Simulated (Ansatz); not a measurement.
**GaSnAs2: relaxing a made-up structure**

Starting from a made-up structure for GaSnAs2, the aim is the relaxed cell, its shortest contacts and, where a second run follows, its electronic structure.

Program: Ansatz 0.2.0. Level of theory: DFT, PBE, plane-wave PAW, files of the set soft_1, scalar-relativistic, no spin, cell and ions relaxed at zero pressure; PAW set soft_1, in the first sound run; inputs show where later runs differ. Results are calculated unless marked as measured.

### Step 1. Starting point

It takes space group I-42d (No. 122, tetragonal). Conventional cell: a = 5.911 Å, b = 5.911 Å, c = 11.854 Å, α = 90.00°, β = 90.00°, γ = 90.00°. Nearest to Sn lie 4 As at 2.59 Å. Nearest to As lie 2 Ga at 2.53 Å and 2 Sn at 2.59 Å. Nearest to Ga lie 4 As at 2.53 Å. Farther neighbours are not listed.

### Step 2. Relaxation of the guess

The guess takes its coordinates from another compound and its volume from a rule, so the cell and any free coordinates are relaxed together.

Contents of input.yaml:

```yaml
crystal:
  lattice:
    - [-2.9555, 2.9555, 5.927]
    - [2.9555, -2.9555, 5.927]
    - [2.9555, 2.9555, -5.927]
  atoms:
    - { symbol: Sn, position: [0.25, 0.75, 0.5] }
    - { symbol: Sn, position: [0.5, 0.5, 0.0] }
    - { symbol: As, position: [0.1154, 0.625, 0.9904] }
    - { symbol: As, position: [0.875, 0.8846, 0.5096] }
    - { symbol: As, position: [0.6346, 0.125, 0.0096] }
    - { symbol: As, position: [0.375, 0.3654, 0.4904] }
    - { symbol: Ga, position: [0.75, 0.25, 0.5] }
    - { symbol: Ga, position: [0.0, 0.0, 0.0] }
kpoints:
  mp_grid: { grid: [7, 7, 7] }
scf:
  occupations: { method: fermi_dirac, width: 0.05 }
hamiltonian:
  xc: pbe
  pseudopotentials: { kind: paw, azcp: { folder: soft_1 } }
relax:
  f_tol: 0.015
  max_steps: 70
  cell: {}
output:
  forces: true
  stress: true
```

Launch:

```console
ansatz run input.yaml --threads 4 --pin off --max-ram 10240MiB --backend cpu --events-out ev --progress --plain --runs-dir out
```

Numbers of over 12 decimals in the logs are rounded to 6 here.

The log of the run:

```text
Engine: ansatz 0.2.0, aarch64-unknown-linux-gnu
Pseudopotentials: kind: paw
Pseudopotential: Sn, paw, valence charge 14, recommended cutoff 420 eV (normal), soft_1/Sn.paw.azcp
Pseudopotential: As, paw, valence charge 15, recommended cutoff 420 eV (normal), soft_1/As.paw.azcp
Pseudopotential: Ga, paw, valence charge 13, recommended cutoff 420 eV (normal), soft_1/Ga.paw.azcp
Functional definition: PBE
  parameter kappa = 0.804
  parameter beta = 0.066725
  exchange = pbe_x(kappa = kappa, mu = beta*pi^2/3)
  correlation = pbe_c(beta = beta)
Crystal: 8 atoms, lattice volume = 207.089 Å³
Basis set: ecut = 420 eV, 4035 PW (Γ), exchange–correlation on 100×100×100 points (8 copies of the dense FFT grid, shifted against one another)
Bands: 69, of which v1, the nominal top of the filled ones, is band 57 counted from 1 (56 counted from 0)
Symmetry: 8 space group operations
Space group: I-42d (ITA 122), of the structure as read, at distance tolerance 5.9e-5 Å
k-points: 40 of 343 (time reversal used)
Non-local potential: Sn, projectors of the file, l = 0: 2, l = 1: 2, l = 2: 2, l = 3: 1
Non-local potential: As, projectors of the file, l = 0: 2, l = 1: 2, l = 2: 3, l = 3: 1
Non-local potential: Ga, projectors of the file, l = 0: 2, l = 1: 2, l = 2: 3, l = 3: 1
PAW form: soft (Blöchl's): semilocal exchange-correlation on the pseudo side does not see the compensation charge
PAW one-centre angular grid: Sn, 590 points (default); XC on 64 Gauss nodes
PAW one-centre angular grid: As, 590 points (default); XC on 64 Gauss nodes
PAW one-centre angular grid: Ga, 590 points (default); XC on 64 Gauss nodes
Initial density: superposition of atomic densities (chi_scale 0.1, normalization cell, long waves kept (reshape's long-wave potential 0.01 eV rms))
Initial wavefunctions: pseudopotential atomic-orbital guess
Functional: x = pbe(κ = 0.804, μ = 0.219515), c = pbe(β = 0.066725)
SCF iter   1: F=—  HF=-39039.654208 eV  |F-HF|=—  |Δ(HF+E_count)|=         —  Δρ=3.25e-2  dr2=2.08e0  ethr=3.10e-3  ⟨swp⟩=6.2  Hψ=10280  notcnv=0  defer=4
preconditioner: auto → Kerker (q_TF=auto, 2.470 Å⁻¹)  [metal: Δε(μ)=0.023 eV  Ē_g=15.904 eV  σ=0.050 eV  W_gap=0.11  n_scr=60 (ndim 8)  ℏωp=22.2 eV  f_vac=0.006  D(μ)=5.19/eV (n_scr^D=36)]
SCF iter   2: F=—  HF=-39039.398741 eV  |F-HF|=—  |Δ(HF+E_count)|=   2.55e-1  Δρ=1.95e-2  dr2=9.39e-1  ethr=1.82e-3  ⟨swp⟩=2.0  Hψ=3525  notcnv=0  defer=83
SCF iter   3: F=—  HF=-39039.212397 eV  |F-HF|=—  |Δ(HF+E_count)|=   1.86e-1  Δρ=5.25e-3  dr2=9.51e-2  ethr=8.24e-4  ⟨swp⟩=2.8  Hψ=4262  notcnv=0  defer=83
SCF iter   4: F=—  HF=-39039.160217 eV  |F-HF|=—  |Δ(HF+E_count)|=   5.22e-2  Δρ=3.05e-3  dr2=2.73e-2  ethr=8.34e-5  ⟨swp⟩=2.0  Hψ=4180  notcnv=0  defer=83
SCF iter   5: F=—  HF=-39039.169830 eV  |F-HF|=—  |Δ(HF+E_count)|=   9.61e-3  Δρ=8.91e-4  dr2=2.17e-3  ethr=2.39e-5  ⟨swp⟩=2.0  Hψ=3872  notcnv=0  defer=83
SCF iter   6: F=—  HF=-39039.171767 eV  |F-HF|=—  |Δ(HF+E_count)|=   1.94e-3  Δρ=3.28e-4  dr2=2.50e-4  ethr=1.90e-6  ⟨swp⟩=2.0  Hψ=5025  notcnv=0  defer=83
SCF iter   7: F=—  HF=-39039.171883 eV  |F-HF|=—  |Δ(HF+E_count)|=   1.16e-4  Δρ=1.73e-4  dr2=5.52e-5  ethr=2.20e-7  ⟨swp⟩=2.0  Hψ=4988  notcnv=0  defer=83
SCF iter   8: F=—  HF=-39039.171919 eV  |F-HF|=—  |Δ(HF+E_count)|=   3.64e-5  Δρ=4.31e-5  dr2=5.82e-6  ethr=4.84e-8  ⟨swp⟩=2.0  Hψ=5103  notcnv=0  defer=83
SCF iter   9: F=—  HF=-39039.171920 eV  |F-HF|=—  |Δ(HF+E_count)|=   8.68e-7  Δρ=1.90e-5  dr2=9.84e-7  ethr=5.11e-9  ⟨swp⟩=2.0  Hψ=5027  notcnv=0  defer=83
SCF iter  10: F=—  HF=-39039.171921 eV  |F-HF|=—  |Δ(HF+E_count)|=   8.06e-7  Δρ=8.26e-6  dr2=2.04e-7  ethr=8.63e-10  ⟨swp⟩=3.0  Hψ=5767  notcnv=0  defer=83
SCF iter  11: F=-39039.171921 eV  HF=-39039.171921 eV  |F-HF|=8.92e-9  |Δ(HF+E_count)|=   1.42e-7  Δρ=1.99e-6  dr2=1.32e-8  ethr=8.77e-11  ⟨swp⟩=4.5  Hψ=8343  notcnv=0
SCF 1 converged in 11 iterations: F = -39039.171921 eV  dr2 = 1.32e-8
  greatest PAW one-centre occupation: 0.999 electrons in one spin orbital (limit 2), on the As atom at site 3 (counted from 0), in its partial waves of l = 2
relax step   1: F+E_penalty+E_count = -39039.17192126 eV  Δ(F+E_penalty+E_count) = +0.000e0 eV  max|allowed force component| = 1.020e0 eV/Å  Δτ_max = 0.0000 Å  P = +5.874 GPa  Ω = 207.089 Å³  (11 SCF iters, dr2 threshold 1.00e-7 eV, accepted)
Crystal: 8 atoms, lattice volume = 235.283 Å³
Basis set: ecut = 420 eV, 4589 PW (Γ), exchange–correlation on 100×100×100 points (8 copies of the dense FFT grid, shifted against one another)
Initial density: handed on by an earlier stage of this run
Initial wavefunctions: those handed on with the density
iter 1 solved again at ethr=9.77e-5 eV; its pass at ethr=3.10e-3 eV (dr2=1.11e-1 eV) is discarded
SCF iter   1: F=—  HF=-39039.769149 eV  |F-HF|=—  |Δ(HF+E_count)|=         —  Δρ=8.00e-3  dr2=1.11e-1  ethr=9.77e-5  ⟨swp⟩=2.6  Hψ=18243  notcnv=0
preconditioner: auto → LDOS  [metal: Δε(μ)=0.022 eV  Ē_g=15.188 eV  σ=0.050 eV  W_gap=0.11  n_scr=60 (ndim 8)  ℏωp=20.8 eV  f_vac=0.132  D(μ)=5.15/eV (n_scr^D=30)  β→1.0]
SCF iter   2: F=—  HF=-39039.768379 eV  |F-HF|=—  |Δ(HF+E_count)|=   7.70e-4  Δρ=3.34e-3  dr2=2.47e-2  ethr=9.76e-5  ⟨swp⟩=3.1  Hψ=5960  notcnv=0
SCF iter   3: F=—  HF=-39039.762998 eV  |F-HF|=—  |Δ(HF+E_count)|=   5.38e-3  Δρ=1.10e-3  dr2=2.71e-3  ethr=2.16e-5  ⟨swp⟩=3.0  Hψ=5673  notcnv=0
SCF iter   4: F=—  HF=-39039.762041 eV  |F-HF|=—  |Δ(HF+E_count)|=   9.57e-4  Δρ=4.75e-4  dr2=4.16e-4  ethr=2.38e-6  ⟨swp⟩=3.1  Hψ=4391  notcnv=0
SCF iter   5: F=—  HF=-39039.761887 eV  |F-HF|=—  |Δ(HF+E_count)|=   1.54e-4  Δρ=1.15e-4  dr2=6.77e-5  ethr=3.65e-7  ⟨swp⟩=2.1  Hψ=3994  notcnv=0
SCF iter   6: F=—  HF=-39039.761913 eV  |F-HF|=—  |Δ(HF+E_count)|=   2.56e-5  Δρ=4.69e-5  dr2=1.16e-5  ethr=5.94e-8  ⟨swp⟩=2.0  Hψ=3578  notcnv=0
SCF iter   7: F=—  HF=-39039.761919 eV  |F-HF|=—  |Δ(HF+E_count)|=   5.53e-6  Δρ=1.90e-5  dr2=6.92e-7  ethr=7.02e-10  ⟨swp⟩=4.0  Hψ=13084  notcnv=0
SCF iter   8: F=-39039.761918 eV  HF=-39039.761918 eV  |F-HF|=2.29e-9  |Δ(HF+E_count)|=   7.63e-7  Δρ=4.66e-6  dr2=4.42e-8  ethr=6.07e-10  ⟨swp⟩=5.0  Hψ=11991  notcnv=0
SCF 2 converged in 8 iterations: F = -39039.761918 eV  dr2 = 4.42e-8
relax step   2: F+E_penalty+E_count = -39039.76191786 eV  Δ(F+E_penalty+E_count) = -5.900e-1 eV  max|allowed force component| = 1.450e-1 eV/Å  Δτ_max = 0.1623 Å  P = -1.377 GPa  Ω = 235.283 Å³  energy of the carried Pulay correction = -3.850e-3 eV  (8 SCF iters, dr2 threshold 8.00e-7 eV, accepted)
Crystal: 8 atoms, lattice volume = 229.532 Å³
Basis set: ecut = 420 eV, 4493 PW (Γ), exchange–correlation on 100×100×100 points (8 copies of the dense FFT grid, shifted against one another)
iter 1 solved again at ethr=2.51e-6 eV; its pass at ethr=3.10e-3 eV (dr2=2.86e-3 eV) is discarded
SCF iter   1: F=—  HF=-39039.801904 eV  |F-HF|=—  |Δ(HF+E_count)|=         —  Δρ=1.17e-3  dr2=2.76e-3  ethr=2.51e-6  ⟨swp⟩=2.6  Hψ=14558  notcnv=0
preconditioner: auto → LDOS  [metal: Δε(μ)=0.018 eV  Ē_g=15.325 eV  σ=0.050 eV  W_gap=0.09  n_scr=60 (ndim 8)  ℏωp=21.1 eV  f_vac=0.106  D(μ)=5.20/eV (n_scr^D=30)  β→1.0]
SCF iter   2: F=—  HF=-39039.801767 eV  |F-HF|=—  |Δ(HF+E_count)|=   1.37e-4  Δρ=4.84e-4  dr2=5.29e-4  ethr=2.42e-6  ⟨swp⟩=2.0  Hψ=5463  notcnv=0
SCF iter   3: F=—  HF=-39039.801679 eV  |F-HF|=—  |Δ(HF+E_count)|=   8.87e-5  Δρ=1.90e-4  dr2=8.87e-5  ethr=4.64e-7  ⟨swp⟩=2.0  Hψ=5059  notcnv=0
SCF iter   4: F=—  HF=-39039.801648 eV  |F-HF|=—  |Δ(HF+E_count)|=   3.11e-5  Δρ=7.85e-5  dr2=1.43e-5  ethr=7.78e-8  ⟨swp⟩=2.0  Hψ=3851  notcnv=0
SCF iter   5: F=—  HF=-39039.801645 eV  |F-HF|=—  |Δ(HF+E_count)|=   2.84e-6  Δρ=2.39e-5  dr2=2.29e-6  ethr=1.25e-8  ⟨swp⟩=2.0  Hψ=3857  notcnv=0
SCF iter   6: F=-39039.801645 eV  HF=-39039.801645 eV  |F-HF|=1.22e-8  |Δ(HF+E_count)|=   6.46e-7  Δρ=8.16e-6  dr2=3.57e-7  ethr=7.02e-10  ⟨swp⟩=5.0  Hψ=10064  notcnv=0
SCF 3 converged in 6 iterations: F = -39039.801645 eV  dr2 = 3.57e-7
  greatest PAW one-centre occupation: 0.999 electrons in one spin orbital (limit 2), on the As atom at site 4 (counted from 0), in its partial waves of l = 2
relax step   3: F+E_penalty+E_count = -39039.80164549 eV  Δ(F+E_penalty+E_count) = -3.973e-2 eV  max|allowed force component| = 1.323e-3 eV/Å  Δτ_max = 0.0221 Å  P = -0.281 GPa  Ω = 229.532 Å³  energy of the carried Pulay correction = -3.104e-3 eV  (6 SCF iters, dr2 threshold 8.00e-7 eV, accepted)
Crystal: 8 atoms, lattice volume = 228.051 Å³
Basis set: ecut = 420 eV, 4453 PW (Γ), exchange–correlation on 100×100×100 points (8 copies of the dense FFT grid, shifted against one another)
iter 1 solved again at ethr=2.62e-7 eV; its pass at ethr=3.10e-3 eV (dr2=2.99e-4 eV) is discarded
SCF iter   1: F=—  HF=-39039.804571 eV  |F-HF|=—  |Δ(HF+E_count)|=         —  Δρ=2.87e-4  dr2=2.05e-4  ethr=2.62e-7  ⟨swp⟩=3.0  Hψ=14255  notcnv=0
preconditioner: auto → LDOS  [metal: Δε(μ)=0.017 eV  Ē_g=15.339 eV  σ=0.050 eV  W_gap=0.09  n_scr=60 (ndim 8)  ℏωp=21.2 eV  f_vac=0.107  D(μ)=5.37/eV (n_scr^D=34)  β→1.0]
SCF iter   2: F=—  HF=-39039.804566 eV  |F-HF|=—  |Δ(HF+E_count)|=   4.52e-6  Δρ=8.17e-5  dr2=1.71e-5  ethr=1.80e-7  ⟨swp⟩=2.0  Hψ=3457  notcnv=0
SCF iter   3: F=—  HF=-39039.804571 eV  |F-HF|=—  |Δ(HF+E_count)|=   5.05e-6  Δρ=5.28e-5  dr2=7.53e-6  ethr=1.50e-8  ⟨swp⟩=2.0  Hψ=5059  notcnv=0
SCF iter   4: F=—  HF=-39039.804567 eV  |F-HF|=—  |Δ(HF+E_count)|=   3.87e-6  Δρ=1.99e-5  dr2=6.88e-7  ethr=6.60e-9  ⟨swp⟩=2.0  Hψ=5057  notcnv=0
SCF iter   5: F=-39039.804567 eV  HF=-39039.804567 eV  |F-HF|=4.29e-8  |Δ(HF+E_count)|=   6.41e-8  Δρ=5.70e-6  dr2=8.05e-8  ethr=4.23e-10  ⟨swp⟩=5.0  Hψ=10890  notcnv=0
SCF 4 converged in 5 iterations: F = -39039.804567 eV  dr2 = 8.05e-8
  greatest PAW one-centre occupation: 0.999 electrons in one spin orbital (limit 2), on the As atom at site 5 (counted from 0), in its partial waves of l = 2
relax step   4: F+E_penalty+E_count = -39039.80456734 eV  Δ(F+E_penalty+E_count) = -2.922e-3 eV  max|allowed force component| = 1.694e-2 eV/Å  Δτ_max = 0.0006 Å  P = -0.012 GPa  Ω = 228.051 Å³  energy of the carried Pulay correction = -2.909e-3 eV  (5 SCF iters, dr2 threshold 4.82e-7 eV, accepted)
Crystal: 8 atoms, lattice volume = 228.056 Å³
Basis set: ecut = 420 eV, 4461 PW (Γ), exchange–correlation on 100×100×100 points (8 copies of the dense FFT grid, shifted against one another)
iter 1 solved again at ethr=3.63e-7 eV; its pass at ethr=3.10e-3 eV (dr2=4.14e-4 eV) is discarded
SCF iter   1: F=—  HF=-39039.805502 eV  |F-HF|=—  |Δ(HF+E_count)|=         —  Δρ=3.75e-4  dr2=2.76e-4  ethr=3.63e-7  ⟨swp⟩=3.0  Hψ=15412  notcnv=0
preconditioner: auto → LDOS  [metal: Δε(μ)=0.011 eV  Ē_g=15.330 eV  σ=0.050 eV  W_gap=0.05  n_scr=60 (ndim 8)  ℏωp=21.2 eV  f_vac=0.108  D(μ)=5.48/eV (n_scr^D=34)  β→1.0]
SCF iter   2: F=—  HF=-39039.805535 eV  |F-HF|=—  |Δ(HF+E_count)|=   3.29e-5  Δρ=8.41e-5  dr2=1.63e-5  ethr=2.42e-7  ⟨swp⟩=2.0  Hψ=3457  notcnv=0
SCF iter   3: F=—  HF=-39039.805530 eV  |F-HF|=—  |Δ(HF+E_count)|=   4.81e-6  Δρ=3.54e-5  dr2=3.90e-6  ethr=1.43e-8  ⟨swp⟩=2.0  Hψ=5061  notcnv=0
SCF iter   4: F=—  HF=-39039.805528 eV  |F-HF|=—  |Δ(HF+E_count)|=   1.91e-6  Δρ=1.36e-5  dr2=5.87e-7  ethr=3.42e-9  ⟨swp⟩=2.0  Hψ=5059  notcnv=0
SCF iter   5: F=—  HF=-39039.805528 eV  |F-HF|=—  |Δ(HF+E_count)|=   1.07e-7  Δρ=6.27e-6  dr2=1.03e-7  ethr=5.15e-10  ⟨swp⟩=2.0  Hψ=5058  notcnv=0
SCF iter   6: F=-39039.805528 eV  HF=-39039.805528 eV  |F-HF|=1.86e-8  |Δ(HF+E_count)|=   3.54e-8  Δρ=2.56e-6  dr2=1.92e-8  ethr=2.85e-11  ⟨swp⟩=5.2  Hψ=10913  notcnv=0
SCF 5 converged in 6 iterations: F = -39039.805528 eV  dr2 = 1.92e-8
relax step   5: F+E_penalty+E_count = -39039.80552778 eV  Δ(F+E_penalty+E_count) = -9.604e-4 eV  max|allowed force component| = 1.661e-2 eV/Å  Δτ_max = 0.0009 Å  P = -0.070 GPa  Ω = 228.056 Å³  energy of the carried Pulay correction = -2.910e-3 eV  (6 SCF iters, dr2 threshold 3.25e-8 eV, accepted)
Crystal: 8 atoms, lattice volume = 227.566 Å³
Basis set: ecut = 420 eV, 4445 PW (Γ), exchange–correlation on 100×100×100 points (8 copies of the dense FFT grid, shifted against one another)
iter 1 solved again at ethr=7.84e-8 eV; its pass at ethr=3.10e-3 eV (dr2=8.94e-5 eV) is discarded
SCF iter   1: F=—  HF=-39039.805811 eV  |F-HF|=—  |Δ(HF+E_count)|=         —  Δρ=2.16e-4  dr2=8.73e-5  ethr=7.84e-8  ⟨swp⟩=3.7  Hψ=13507  notcnv=0
preconditioner: auto → LDOS  [metal: Δε(μ)=0.021 eV  Ē_g=15.334 eV  σ=0.050 eV  W_gap=0.10  n_scr=60 (ndim 8)  ℏωp=21.2 eV  f_vac=0.106  D(μ)=5.50/eV (n_scr^D=34)  β→1.0]
SCF iter   2: F=—  HF=-39039.805804 eV  |F-HF|=—  |Δ(HF+E_count)|=   6.63e-6  Δρ=6.38e-5  dr2=1.36e-5  ethr=7.65e-8  ⟨swp⟩=3.0  Hψ=4570  notcnv=0
SCF iter   3: F=—  HF=-39039.805786 eV  |F-HF|=—  |Δ(HF+E_count)|=   1.82e-5  Δρ=2.54e-5  dr2=1.61e-6  ethr=1.19e-8  ⟨swp⟩=3.0  Hψ=5465  notcnv=0
SCF iter   4: F=—  HF=-39039.805786 eV  |F-HF|=—  |Δ(HF+E_count)|=   3.54e-7  Δρ=8.10e-6  dr2=2.30e-7  ethr=1.42e-9  ⟨swp⟩=2.6  Hψ=5089  notcnv=0
SCF iter   5: F=—  HF=-39039.805786 eV  |F-HF|=—  |Δ(HF+E_count)|=   2.71e-8  Δρ=4.42e-6  dr2=5.94e-8  ethr=2.02e-10  ⟨swp⟩=2.2  Hψ=4159  notcnv=0
SCF iter   6: F=-39039.805786 eV  HF=-39039.805786 eV  |F-HF|=5.29e-9  |Δ(HF+E_count)|=   2.74e-8  Δρ=1.29e-6  dr2=6.06e-9  ethr=1.51e-11  ⟨swp⟩=5.0  Hψ=10908  notcnv=0
SCF 6 converged in 6 iterations: F = -39039.805786 eV  dr2 = 6.06e-9
relax step   6: F+E_penalty+E_count = -39039.80578566 eV  Δ(F+E_penalty+E_count) = -2.579e-4 eV  max|allowed force component| = 7.174e-3 eV/Å  Δτ_max = 0.0048 Å  P = +0.007 GPa  Ω = 227.566 Å³  energy of the carried Pulay correction = -2.845e-3 eV  (6 SCF iters, dr2 threshold 1.72e-8 eV, accepted)
Initial wavefunctions: pseudopotential atomic-orbital guess (no wavefunctions were taken with the density)
iter 1 solved again at ethr=3.13e-7 eV; its pass at ethr=3.10e-3 eV (dr2=3.57e-4 eV) is discarded
SCF iter   1: F=—  HF=-39039.797330 eV  |F-HF|=—  |Δ(HF+E_count)|=         —  Δρ=4.80e-4  dr2=1.83e-5  ethr=3.13e-7  ⟨swp⟩=3.0  Hψ=16797  notcnv=0
preconditioner: auto → LDOS  [metal: Δε(μ)=0.020 eV  Ē_g=15.335 eV  σ=0.050 eV  W_gap=0.10  n_scr=60 (ndim 8)  ℏωp=21.2 eV  f_vac=0.106  D(μ)=5.50/eV (n_scr^D=34)  β→1.0]
SCF iter   2: F=—  HF=-39039.808825 eV  |F-HF|=—  |Δ(HF+E_count)|=   1.15e-2  Δρ=6.29e-5  dr2=5.58e-6  ethr=1.61e-8  ⟨swp⟩=3.5  Hψ=6474  notcnv=0
SCF iter   3: F=—  HF=-39039.808803 eV  |F-HF|=—  |Δ(HF+E_count)|=   2.21e-5  Δρ=3.96e-5  dr2=2.41e-6  ethr=4.89e-9  ⟨swp⟩=3.0  Hψ=5840  notcnv=0
SCF iter   4: F=—  HF=-39039.808811 eV  |F-HF|=—  |Δ(HF+E_count)|=   8.56e-6  Δρ=1.09e-5  dr2=2.76e-7  ethr=2.11e-9  ⟨swp⟩=2.0  Hψ=3806  notcnv=0
SCF iter   5: F=—  HF=-39039.808812 eV  |F-HF|=—  |Δ(HF+E_count)|=   8.92e-7  Δρ=3.38e-6  dr2=2.55e-8  ethr=2.42e-10  ⟨swp⟩=2.0  Hψ=5048  notcnv=0
SCF iter   6: F=—  HF=-39039.808812 eV  |F-HF|=—  |Δ(HF+E_count)|=   2.74e-8  Δρ=6.67e-7  dr2=1.93e-9  ethr=2.23e-11  ⟨swp⟩=2.0  Hψ=5068  notcnv=0
SCF iter   7: F=—  HF=-39039.808812 eV  |F-HF|=—  |Δ(HF+E_count)|=   1.09e-9  Δρ=1.88e-7  dr2=1.52e-10  ethr=1.70e-12  ⟨swp⟩=2.0  Hψ=5080  notcnv=0
SCF iter   8: F=-39039.808812 eV  HF=-39039.808812 eV  |F-HF|=2.91e-11  |Δ(HF+E_count)|=  2.91e-11  Δρ=7.88e-8  dr2=2.95e-11  ethr=1.00e-12  ⟨swp⟩=4.5  Hψ=9847  notcnv=0
SCF 7 converged in 8 iterations: F = -39039.808812 eV  dr2 = 2.95e-11
  greatest PAW one-centre occupation: 0.999 electrons in one spin orbital (limit 2), on the As atom at site 2 (counted from 0), in its partial waves of l = 2
relax step   7: F+E_penalty+E_count = -39039.80881210 eV  Δ(F+E_penalty+E_count) = -3.026e-3 eV  max|allowed force component| = 7.243e-3 eV/Å  Δτ_max = 0.0000 Å  P = +0.012 GPa  Ω = 227.566 Å³  stress off target by 1.48e-2 GPa  SCF on the basis re-selected at this cell (its energy is not comparable with the rows above)  (8 SCF iters)
basis re-selected at this cell: Δ(F+E_penalty+E_count) = -3.026e-3 eV, ΔP = +0.004 GPa vs the last step (what re-selecting the basis moved, of the pressure what is left beyond the Pulay correction that the steps carried, after the strain that the cell walked since its last selection, with what the two solves' SCF thresholds leave and, on support functions, any second-order correction that the steps lacked; it is no m [...]
SCF converged after 8 iterations
Free energy (F): -39039.808812 eV
Harris-Foulkes:  -39039.808812 eV  (|F-HF|=2.91e-11)
Internal energy: -39039.766494 eV  (E = F + TS)
E sigma→0 (E₀):  -39039.787653 eV
Entropy (-TS):   -0.042318 eV (-5.290 meV/atom)
Fermi energy:    7.593229 eV
--- Per-component energies (eV) ---
  E_band       = -1526.534263
  E_kinetic    = 941.802707
  E_local      = -14992.950008  (includes V_loc(G=0)·N_el)
  E_nonlocal   = -1470.961570
  E_hartree    = 8230.564310
  E_xc         = -656.200232
  E_vxc        = -561.899963  (∫ρ·V_xc dr)
  E_paw        = -20771.740180  (= ΣΔE_a)
  E_vpaw       = -1903.654275  (= ΣTr[D̂ρ^β])
  E_aug_tail   = 0.000172  (compensation charges beyond the density's cutoff)
  E_ewald      = -10320.281693
  E_smearing   = -0.042318  (= −TS)
  E_closure    = 0.000000  (closes the sum)
  Σ components = -39039.808812   (vs F -39039.808812, Δ=0.00e0)
--- Forces (eV/Å), atoms counted from 1 ---
  atom   1  Sn    -0.00000000     0.00000000     0.00000000
  atom   2  Sn    -0.00000000    -0.00000000     0.00000000
  atom   3  As     0.00000000     0.00724321    -0.00000000
  atom   4  As    -0.00724321     0.00000000    -0.00000000
  atom   5  As     0.00000000    -0.00724321     0.00000000
  atom   6  As     0.00724321    -0.00000000     0.00000000
  atom   7  Ga    -0.00000000    -0.00000000     0.00000000
  atom   8  Ga    -0.00000000    -0.00000000     0.00000000
  max |Σ_I F_I| component: 1.12e-16 eV/Å
--- Stress (GPa, compression-positive) ---
        0.014817       0.000000       0.000000
        0.000000       0.014817      -0.000000
       -0.000000      -0.000000       0.005629
  P = ⅓ Tr σ = 0.0118 GPa (0.118 kbar)
--- Relaxed structure (6 steps of the walk, 6 accepted, 1 SCFs on fresh bases) ---
  F+E_penalty+E_count = -39039.80881210 eV   max|allowed force component| = 7.243e-3 eV/Å   (the final SCF, on the basis selected at the relaxed cell)
  cell:  # Å, volume = 227.5662 Å³
    - [-3.076680, 3.076680, 6.010120]
    - [3.076680, -3.076680, 6.010120]
    - [3.076680, 3.076680, -6.010120]
  atoms:
    - { symbol: Sn, position: [0.250000, 0.75, 0.5] }
    - { symbol: Sn, position: [0.5, 0.5, -1.5444479815371343e-18] }
    - { symbol: As, position: [0.090823, 0.625000, 0.965823] }
    - { symbol: As, position: [0.875, 0.909177, 0.534177] }
    - { symbol: As, position: [0.659177, 0.125000, 0.034177] }
    - { symbol: As, position: [0.375, 0.340823, 0.465823] }
    - { symbol: Ga, position: [0.75, 0.250000, 0.5] }
    - { symbol: Ga, position: [0, 0, 0] }
```

Run time: 1.8 min. Hardware: 4 threads of Arm Neoverse V1, shared host; peak memory 0.94 GiB.

[end of part 1 of 2]

[Logs are printed without paths, hosts, clocks, repeated set-up lines and the standing remarks that a program may print on its own settings, such as how far it seeks lower states.]

[Hosts, paths, dates, database ids (printed as entryN), source tags and the programs' standing remarks are cut or masked in the printed files.]
